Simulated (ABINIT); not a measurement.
### KI (Fm-3m): a self-consistent loop beyond G0W0, cycle by cycle

The structure is cubic, space group Fm-3m (No. 225). The conventional cell has a = 7.066 Å, b = 7.066 Å, c = 7.066 Å, α = 90.00°, β = 90.00°, γ = 90.00°. K has 6 I at 3.53 Å nearest. Nearest to I lie 6 K at 3.53 Å. Farther neighbours, and contacts between anions beyond the nearest, are not listed.

```yaml
method: RPA screening on PBE from quasiparticle energies and orbitals, plane waves, norm-conserving pseudopotentials (and 4 further levels or steps)
program: ABINIT 10.8.3
settings: cutoff 33 Ha, PseudoDojo scalar-relativistic 0.4.1 standard, norm-conserving, ngkpt (2, 2, 2), nband 44, ecuteps 3.2 Ha, gwcalctyp 28, inclvkb 2, shiftk (0, 0, 0), symchi 1, awtr 1, frequency ppm, cycle 6, q points all but q = 0, 2×2×2 k-mesh
notes: The program’s warnings: nproc spkpt=  >= nkpt= * nsppol=. The cell and positions come from the Crystallography Open Database and are kept as given unless a step says otherwise. Limits: no spin-orbit coupling. The 2×2×2 mesh is coarse for this cell, which bears on the long-range parts of exchange and screening.
g0w0: 5.517 eV
qsgw_cycle_1: 5.840 eV
qsgw_cycle_2: 6.040 eV
qsgw_cycle_3: 6.158 eV
qsgw_cycle_4: 6.216 eV
qsgw_cycle_5: 6.233 eV
qsgw_cycle_6: 6.243 eV
known_limits: short of the basis limit; no spin-orbit coupling; coarse k mesh
```

Only the bands that the input lists are updated; the higher empty ones keep the functional's energies. QSGW ends at 6.24 eV, +0.73 eV from G0W0, after 6 cycles that took 1.7 min beside the first screening; the last moved the gap by 0.010 eV.

[Long decimals in the printed logs are rounded to 6 places.]

[Logs are printed without paths, hosts, clocks, repeated set-up lines and the standing remarks that a program may print on its own settings, such as how far it seeks lower states.]

[Paths, hosts, dates, memory and timing lines, banners, echoed tables and standing remarks are left out of the program output; an Ansatz launch command may be rebuilt from the run's recorded settings. Measured values are a selection of at most five: reports struck by readers or far from the other reports are left out. None is set beside runs whose start may be inverted or whose files or cutoffs have a known fault.]

[Runs of the session that timed out or met a known fault of the program may be left out.]

[Hosts, paths, dates, database ids (printed as entryN), source tags and the programs' standing remarks are cut or masked in the printed files.]

[G0W0 gaps are taken among the corrected bands and points alone; a level outside them can change the order at an edge.]

[Where Ansatz stands beside ABINIT at settings called matched, ABINIT's density can come from a denser mesh and the files from another edition; pairs whose starting gaps differed by over 0.03 eV were left out, so agreement reads better than it is.]
